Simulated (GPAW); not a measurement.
## Dielectric function and optical constants of CoSI

Aim: the dielectric function of CoSI, and the optical constants that follow from it.

Main program and level: GPAW 26.7.0; DFT, PBE, plane-wave PAW (GPAW data sets), scalar-relativistic, RPA, optical limit.

### 1. The structure

Symmetry: Cm, No. 8, monoclinic system. Conventional cell: a = 6.150 Å, b = 3.549 Å, c = 6.117 Å, α = 90.00°, β = 103.67°, γ = 90.00°. I has 3 Co at 2.60 to 2.62 Å nearest. Nearest to Co lie 3 S at 2.30 Å and 3 I at 2.60 to 2.62 Å. Nearest to S lie 3 Co at 2.30 Å. Farther neighbours and most contacts between anions are not listed.

### 2. Ground state

The self-consistent density comes first; it also tells whether there is a gap, which decides the occupations and the need for a Drude term.

This step: DFT, PBE, plane-wave PAW (GPAW data sets), scalar-relativistic, ground state (GPAW 26.7.0).

gs.py reads:

```python
from ase import Atoms
from ase.dft.bandgap import bandgap
from gpaw import GPAW, PW, FermiDirac

atoms = Atoms(['I', 'Co', 'S'],
              cell=[[3.07518800, -1.77425400, 0.00000000],
                    [3.07518800, 1.77425400, 0.00000000],
                    [-1.44595100, 0.00000000, 5.94341900]],
              scaled_positions=[[0.72398200, 0.72398200, 0.23997100],
                                [0.99593800, 0.99593800, 0.96799200],
                                [0.28800500, 0.28800500, 0.79203600]],
              pbc=[True, True, True])
atoms.set_initial_magnetic_moments([0.0, 2.0, 0.0])
atoms.calc = GPAW(mode=PW(450), xc='PBE', kpts={'size': (7, 7, 4), 'gamma': True},
                  occupations=FermiDirac(0.05), maxiter=150, txt='gs.txt')
print('energy (eV)', atoms.get_potential_energy())
print('Fermi level (eV)', atoms.calc.get_fermi_level())
print('valence electrons', atoms.calc.get_number_of_electrons())
print('gap (eV)', bandgap(atoms.calc, output=None)[0])
print('direct gap (eV)', bandgap(atoms.calc, direct=True, output=None)[0])
print('moments', atoms.get_magnetic_moments().round(3).tolist())
atoms.calc.write('gs.gpw')
```

Launch:

```sh
> OMP_NUM_THREADS=1 python gs.py
```

Numbers of over 12 decimals in the logs are rounded to 6 here.

What it wrote:

```text
__  _  _
 | _ |_)|_||  |
 |__||  | ||/\| - 26.7.0

Versions:
  Python: 3.12.14
  ASE:    3.29.0
  Numpy:  2.5.5
  Scipy:  1.18.1
  Libxc:  7.0.0

Input parameters:
  mode=PW(ecut=450.000000),
  kpts=MonkhorstPack(size=(7, 7, 4), gamma=True),
  maxiter=150,
  occupations=Occupations(name='fermi-dirac', width=0.05, fixmagmom=False),
  xc=XC(name='PBE')

Diagonalizing LCAO Hamiltonian
Converting LCAO to pw mode

                 Co

       S

                I

Atoms  # Å, Bohr magnetons
|   | symbol |        x |         y |        z |    initial magnetic moments |
| 0 |      I | 4.105775 | -0.000000 | 1.426248 | ( 0.0000,  0.0000,  0.0000) |
| 1 |     Co | 4.725724 |  0.000000 | 5.753182 | ( 0.0000,  0.0000,  2.0000) |
| 2 |      S | 0.626094 |  0.000000 | 4.707402 | ( 0.0000,  0.0000,  0.0000) |

Unit cell  # Å
| periodic |         x |         y |        z |  lengths |     angles |
|      yes |  3.075188 | -1.774254 | 0.000000 | 3.550318 | 101.815173 |
|      yes |  3.075188 |  1.774254 | 0.000000 | 3.550318 | 101.815173 |
|      yes | -1.445951 |  0.000000 | 5.943419 | 6.116781 |  59.966272 |

Number of symmetries: 2
Symmetry operations  # r_c * U_cc + t_c -> r_c
|   | kind |            matrix            |
| 0 |  E   |  1, 0, 0,  0, 1, 0,  0, 0, 1 |
| 1 |  σ   |  0, 1, 0,  1, 0, 0,  0, 0, 1 |

BZ-sampling:
  Number of BZ points: 196
  Number of IBZ points: 60

  Monkhorst-Pack size: [7, 7, 4]
  Monkhorst-Pack shift: [0.0, 0.0, 0.125]

K-points  # in reciprocal-cell coordinates
|     |                                coordinates |     weight |
|   0 | (  0.00000000,   0.00000000,   0.00000000) | 0.00510204 |
|   1 | (  0.00000000,   0.00000000,   0.25000000) | 0.01020408 |
|   2 | (  0.00000000,   0.00000000,   0.50000000) | 0.00510204 |
|   3 | (  0.14285714,  -0.14285714,   0.00000000) | 0.01020408 |
|   4 | (  0.14285714,  -0.14285714,   0.25000000) | 0.02040816 |
|   5 | (  0.14285714,  -0.14285714,   0.50000000) | 0.01020408 |
|   6 | (  0.14285714,   0.00000000,  -0.25000000) | 0.02040816 |
|   7 | (  0.14285714,   0.00000000,   0.00000000) | 0.02040816 |
|   8 | (  0.14285714,   0.00000000,   0.25000000) | 0.02040816 |
|   9 | (  0.14285714,   0.00000000,   0.50000000) | 0.02040816 |
| ... |                                            |            |
|  59 | (  0.42857143,   0.42857143,   0.50000000) | 0.01020408 |

Plane wave coefficients: 1426
Cutoff: 450.000000 eV

Spin-components: 2 (collinear spins)
Bands:           17
Projectors:      16
Spin-degeneracy: 1
Datatype:        complex128

Parallelization:
  kpt:    1
  domain: 1
  band:   1

Density:
  Valence electrons: 22.0
  Components: 2
  Grid points: [18 18 30]
  Charge: 0.0  # |e|

Potential:
  Grid points: [18 18 30]

species:
  I:
    name:    Iodine
    id:
    Z:       53.0
    valence: 7
    core:    46
    charge:  0.0  # [|e|]
    compensation charges:
      type: gauss
      rc: 0.37  # [Å]
      lmax: 2
    cutoffs:
      filter: 2.06  # [Å]
      core: 2.90  # [Å]
    projectors
    | kind |    occ | energy [eV] | rcut [Å] |
    |   5s |  2.000 |     -17.382 |    1.164 |
    |   5p |  5.000 |      -7.088 |    1.164 |
    |    s |        |       9.829 |    1.164 |
    |    p |        |      20.123 |    1.164 |
    |    d |        |       0.000 |    1.164 |

    Using partial waves for I as LCAO basis

  Co:
    name:    Cobalt
    id:
    Z:       27.0
    valence: 9
    core:    18
    charge:  0.0  # [|e|]
    compensation charges:
      type: gauss
      rc: 0.32  # [Å]
      lmax: 2
    cutoffs:
      filter: 1.87  # [Å]
      core: 2.55  # [Å]
    projectors
    | kind |    occ | energy [eV] | rcut [Å] |
    |   4s |  2.000 |      -5.469 |    1.005 |
    |   4p |  0.000 |      -1.277 |    1.058 |
    |   3d |  7.000 |      -8.205 |    1.005 |
    |    s |        |      21.742 |    1.005 |
    |    p |        |      25.934 |    1.058 |
    |    d |        |      19.007 |    1.005 |

    Using partial waves for Co as LCAO basis

  S:
    name:    Sulfur
    id:
    Z:       16.0
    valence: 6
    core:    10
    charge:  0.0  # [|e|]
    compensation charges:
      type: gauss
      rc: 0.24  # [Å]
      lmax: 2
    cutoffs:
      filter: 1.77  # [Å]
      core: 1.66  # [Å]
    projectors
    | kind |    occ | energy [eV] | rcut [Å] |
    |   3s |  2.000 |     -17.254 |    0.974 |
    |   3p |  4.000 |      -7.008 |    0.979 |
    |    s |        |       9.957 |    0.974 |
    |    p |        |      20.203 |    0.979 |
    |    d |        |       0.000 |    0.900 |

    Using partial waves for S as LCAO basis

Reference energy: -242301.125470  # eV

eigensolver:
  PPCG
  Converge bands: occupied
  niter=2

density mixing:
  MSR1-Mixer
  Pratt-step length: 0.05
  Maximum mixing coefficient: 0.75
  Old densities: 10
  SVD Regularization: 0.005
  Good broyden scale: 1.0
  Trust region scale: 1.0
  Backstep threshold: 4.0
  History deletion threshold: 6.0
  Fourier metric: weight=20.0, sigma=0.015

occupation numbers:
  Fermi-Dirac:
    width: 0.0500  # eV

poisson solver:
  ecut: 3600.000000  # eV

xc functional:
  name: PBE with 2 nearest neighbor stencil

convergence criteria:
- Maximum [total energy] change in last 3 cyles: 0.0005 eV / valence electron
- Maximum integral of absolute [dens]ity change: 0.0001 electrons / valence electron
- Maximum integral of absolute [eigenst]ate change: 4e-08 eV^2 / valence electron
maximum number of iterations: 150

SCF iterations
|iter     |      energy | eigst |  dens |  magmom |
|iter:   1||  -15.179483 | +0.29 |       |  +2.0013|
|iter:   2||  -13.967858 | -1.09 | -0.69 |  +1.9321|
|iter:   3||  -13.660032 | -1.69 | -0.87 |  +1.7474|
|iter:   4||  -13.726942 | -2.28 | -1.07 |  +1.3876|
|iter:   5||  -13.831224 | -1.93 | -1.20 |  +0.9291|
|iter:   6||  -13.875028 | -2.09 | -1.43 |  +0.4642|
|iter:   7||  -13.887489 | -2.65 | -1.60 |  +0.2691|
|iter:   8||  -13.900811 | -2.78 | -1.85 |  +0.0690|
|iter:   9||  -13.903386 | -3.72 | -2.27 |  +0.0486|
|iter:  10||  -13.904174c| -4.15 | -2.53 |  +0.0294|
|iter:  11||  -13.904696c| -4.59 | -2.86 |  +0.0116|
|iter:  12||  -13.904878c| -4.89 | -3.18 |  -0.0008|
|iter:  13||  -13.904884c| -6.05 | -3.60 |  -0.0021|
|iter:  14||  -13.904888c| -6.44 | -3.89 |  -0.0025|
|iter:  15||  -13.904889c| -7.02 | -4.12c|  -0.0007|
|iter:  16||  -13.904889c| -7.77c| -4.60c|  -0.0001|

Converged in 16 steps
SCF loop duration: 83.993 s (5.250 s/step)
Energy contributions relative to reference atoms: (reference = -242301.125470)

Energy contributions:
  Kinetic:          18.748539
  Coulomb:         -15.941734
  Zero:              0.300719
  External:          0.000000
  Xc:              -17.005491
  Entropy:          -0.013840
  Spinorbit:         0.000000
  ----------------------------
  Free energy:     -13.911808
  Extrapolated:    -13.904889

dipole moment: (16.744349, -0.000000, 11.572506)  # |e|*Ang

Total magnetic moment: (0.000000, 0.000000, -0.000129)

Local magnetic moments
|        x |        y |         z |
| 0.000000 | 0.000000 | -0.000004 |  # I    0
| 0.000000 | 0.000000 |  0.000119 |  # Co   1
| 0.000000 | 0.000000 | -0.000159 |  # S    2

Fermi level: 6.489
Eigenvalues  # (at kpt = [0.000, 0.000, 0.000])
| band index |      eig [eV] | occ [0-1] |      eig [eV] | occ [0-1] |
|          0 |        -8.647 |     1.000 |        -8.647 |     1.000 |
|        ... |               |           |               |           |
|          2 |         0.423 |     1.000 |         0.423 |     1.000 |
|          3 |         2.725 |     1.000 |         2.725 |     1.000 |
|          4 |         2.754 |     1.000 |         2.754 |     1.000 |
|          5 |         4.828 |     1.000 |         4.828 |     1.000 |
|          6 |         4.909 |     1.000 |         4.909 |     1.000 |
|          7 |         4.914 |     1.000 |         4.914 |     1.000 |
|          8 |         5.932 |     1.000 |         5.932 |     1.000 |
|          9 |         6.038 |     1.000 |         6.038 |     1.000 |
|         10 |         6.596 |     0.106 |         6.596 |     0.106 |
|         11 |         7.954 |     0.000 |         7.954 |     0.000 |
|         12 |         8.060 |     0.000 |         8.060 |     0.000 |
|         13 |        11.280 |     0.000 |        11.280 |     0.000 |
|         14 |        12.223 |     0.000 |        12.223 |     0.000 |
|         15 |        13.711 |     0.000 |        13.711 |     0.000 |
|         16 |        13.723 |     0.000 |        13.723 |     0.000 |

No gap
No difference between direct/indirect transitions

--- standard output ---
energy (eV) -13.904889
Fermi level (eV) 6.489391
valence electrons 22.0
gap (eV) 0.0
direct gap (eV) 0.0
moments [-0.0, 0.0, -0.0]
```

Elapsed: 87 s, on 1 thread of Arm Neoverse V1, shared host; peak memory 0.21 GiB.

This step gave:

```
energy       : -13.90 eV
Fermi energy : 6.489 eV
electrons    : 22
```

There are states at the Fermi level within the smearing, so the occupations stay smeared and the carriers get a Drude term.

### 3. Coarser mesh, 6×6×6

The spectrum is a sum over the zone, so the mesh is the first thing to converge.

This step: DFT, PBE, plane-wave PAW (GPAW data sets), scalar-relativistic, bands at fixed density (GPAW 26.7.0).

nscf.py reads:

```python
from ase.dft.bandgap import bandgap
from gpaw import GPAW, FermiDirac

calc = GPAW('gs.gpw').fixed_density(kpts={'size': (6, 6, 6), 'gamma': True}, nbands=36, convergence={'bands': 30},
                                    occupations=FermiDirac(0.05), txt='nscf.txt')
print('gap (eV)', bandgap(calc, output=None)[0])
print('direct gap (eV)', bandgap(calc, direct=True, output=None)[0])
calc.write('full.gpw', mode='all')
```

Launch:

```sh
> OMP_NUM_THREADS=1 python nscf.py
```

What it wrote:

```text
Diagonalizing LCAO Hamiltonian
Converting LCAO to pw mode
convergence criteria:
- Maximum integral of absolute [eigenst]ate change: 4e-08 eV^2 / valence electron
maximum number of iterations: 150

SCF iterations
|iter     |      energy | eigst |  dens |  magmom |
|iter:   1||             | +2.84 |       |  -0.0001|
|iter:   2||             | +1.27 |       |  -0.0001|
|iter:   3||             | +0.06 |       |  -0.0001|
|iter:   4||             | -0.94 |       |  -0.0001|
|iter:   5||             | -1.96 |       |  -0.0001|
|iter:   6||             | -2.81 |       |  -0.0001|
|iter:   7||             | -3.64 |       |  -0.0001|
|iter:   8||             | -4.35 |       |  -0.0001|
|iter:   9||             | -5.01 |       |  -0.0001|
|iter:  10||             | -5.56 |       |  -0.0001|
|iter:  11||             | -5.89 |       |  -0.0001|
|iter:  12||             | -6.19 |       |  -0.0001|
|iter:  13||             | -6.47 |       |  -0.0001|
|iter:  14||             | -6.73 |       |  -0.0001|
|iter:  15||             | -6.96 |       |  -0.0001|
|iter:  16||             | -7.15 |       |  -0.0001|
|iter:  17||             | -7.32 |       |  -0.0001|
|iter:  18||             | -7.47c|       |  -0.0001|
SCF steps: 18
  __  _  _
 | _ |_)|_||  |
 |__||  | ||/\| - 26.7.0

Versions:
  Python: 3.12.14
  ASE:    3.29.0
  Numpy:  2.5.5
  Scipy:  1.18.1
  Libxc:  7.0.0

Input parameters:
  mode=PW(ecut=450.000000),
  convergence={'bands': 30},
  gpts=array([18, 18, 30]),
  kpts=MonkhorstPack(size=(6, 6, 6), gamma=True),
  maxiter=150,
  nbands=36,
  occupations=Occupations(name='fermi-dirac', width=0.05, fixmagmom=False),
  parallel={},
  xc=XC(name='PBE')

--- standard output ---
gap (eV) 0.0
direct gap (eV) 0.0
```

Wall time 3.4 min (1 thread); peak memory 0.3 GiB.

### 4. Dielectric function on the coarser mesh, 6×6×6

Transitions between filled and empty bands, summed over the zone, give the optical response, so mesh, band count and broadening shape it.

This step: DFT, PBE, plane-wave PAW (GPAW data sets), scalar-relativistic, RPA, optical limit (GPAW 26.7.0).

df.py reads:

```python
from gpaw.response.df import DielectricFunction

df = DielectricFunction('full.gpw', frequencies={'type': 'nonlinear', 'domega0': 0.03, 'omega2': 8},
                        ecut=50,
                        eta=0.1,
                        nbands=30,
                        rate=0.05,
                        txt='df.txt')
for direction in ['x']:
    df.get_dielectric_function(xc='RPA', direction=direction, filename=f'df_{direction}.csv')
```

Launch:

```sh
> OMP_NUM_THREADS=1 python df.py
```

What it wrote:

```text
Using integrator: PointIntegrator
NonLinearFrequencyDescriptor(from 0.000 to 36.000 eV, 420 points)
Nonperiodic BCs:  [False False False]
Using integrator: PointIntegrator
NonLinearFrequencyDescriptor(from 0.000 to 36.000 eV, 420 points)
Nonperiodic BCs:  [False False False]
Using integrator: PointIntegrator

Calculating chi0 body with:
    Ground state adapter containing:
    Number of spins: 2
    Number of kpoints: 216
    Number of irreducible kpoints: 68
    Number of completely occupied states: 8
    Number of partially occupied states: 12

    Linear response parametrization:
    q_c: [0.0, 0.0, 0.0]
    Number of frequency points: 420
    Planewave cutoff: 50.0
    Number of bands: 30
    Number of planewaves: 53
    Broadening (eta): 0.1

Integrating chi0 body.

Symmetries of q_c:
    Direct symmetries (Uq -> q): 2
    Indirect symmetries (TUq -> q): 2
In total 4 allowed symmetries.

68 groups of equivalent kpoints. 68.518519% reduction.

Integral kind: spectral function

Calculating chi0 optical extensions with:
    Ground state adapter containing:
    Number of spins: 2
    Number of kpoints: 216
    Number of irreducible kpoints: 68
    Number of completely occupied states: 8
    Number of partially occupied states: 12

    Linear response parametrization:
    Number of frequency points: 420
    Planewave cutoff: 50.0
    Number of bands: 30
    Number of planewaves: 53
    Broadening (eta): 0.1
Integrating chi0 head and wings.

Symmetries of q_c:
    Direct symmetries (Uq -> q): 2
    Indirect symmetries (TUq -> q): 2
In total 4 allowed symmetries.

68 groups of equivalent kpoints. 68.518519% reduction.

Integral kind: spectral function wings

Calculating drude chi0 with:
    Number of frequency points:420
    Plasma frequency decay rate: 0.05 eV

    Ground state adapter containing:
    Number of spins: 2
    Number of kpoints: 216
    Number of irreducible kpoints: 68
    Number of completely occupied states: 8
    Number of partially occupied states: 12

Symmetries of q_c:
    Direct symmetries (Uq -> q): 2
    Indirect symmetries (TUq -> q): 2
In total 4 allowed symmetries.

68 groups of equivalent kpoints. 68.518519% reduction.

Integral kind: intraband
Plasma frequency:
[[2.21+0.j   0.  -0.j   0.  -0.65j]
 [0.  -0.j   1.93-0.j   0.  +0.j  ]
 [0.  -0.65j 0.  +0.j   1.12+0.j  ]]
```

Run time: 23 s. Hardware: 1 thread; peak memory 0.32 GiB.

[end of part 1 of 2]

[Machine, clock and banner lines and Python warnings are left out of the logs.]

[Logs are printed without paths, hosts, clocks, repeated set-up lines and the standing remarks that a program may print on its own settings, such as how far it seeks lower states.]

[Hosts, paths, dates, database ids (printed as entryN), source tags and the programs' standing remarks are cut or masked in the printed files.]
